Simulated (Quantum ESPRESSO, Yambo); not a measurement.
Planning a run of Yambo 5.3.0 on ZrSe3 (P2_1/m). The input:

```
optics
bss
bse
em1s
dipoles
rim_cut
RandQpts= 1000000
RandGvec= 1 RL
Chimod= "HARTREE"
BSKmod= "SEX"
BSEmod= "resonant"
BSSmod= "d"
BSENGexx= 20 Ry
BSENGBlk= 4 Ry
% BSEQptR
 1 | 1 |
%
% BSEBands
 157 | 176 |
%
% BEnRange
 0 | 3 | eV
%
% BDmRange
 0.1 | 0.1 | eV
%
BEnSteps= 61
% BLongDir
 1 | 0 | 0 |
%
% BndsRnXs
 125 | 256 |
%
NGsBlkXs= 4 Ry
% LongDrXs
 1 | 1 | 1 |
%
% KfnQP_E
 0.618 | 1.0 | 1.0 |
%
WRbsWF
FFTGvecs= 47 Ry
```

```sh
OMP_NUM_THREADS=4 mpirun -n 2 yambo -F bse3.in -J bse3 -C bse3 > bse3.log
```

The stored states that it reads are on a 2×4×2 mesh. Symmetry: P2_1/m, No. 11, monoclinic system. Conventional cell: a = 5.411 Å, b = 3.749 Å, c = 9.444 Å, α = 90.00°, β = 97.48°, γ = 90.00°. Nearest to Zr lie 8 Se at 2.72 to 2.87 Å. Nearest to Se lie 4 Zr at 2.72 to 2.87 Å. Nearest to Se lie 1 Se at 2.34 Å and 2 Zr at 2.73 Å. Nearest to Se lie 1 Se at 2.34 Å and 2 Zr at 2.74 Å. Farther neighbours and most contacts between anions are not listed.

How long will it take on 2 MPI ranks of Arm Neoverse V2, shared host, and how much memory?

It took 2 min; on shared hardware allow 60 s to 4 min. Peak host memory was 1.6 GiB.

The kernel grows as the square of the matrix size, and full diagonalisation as its cube.

[Paths, hosts, dates, memory and timing lines, banners, echoed tables and standing remarks are left out of the program output.]

[Logs are printed without paths, hosts, clocks, repeated set-up lines and the standing remarks that a program may print on its own settings, such as how far it seeks lower states.]

[Runs of the session that timed out or met a known fault of the program may be left out.]

[Hosts, paths, dates, database ids (printed as entryN), source tags and the programs' standing remarks are cut or masked in the printed files.]
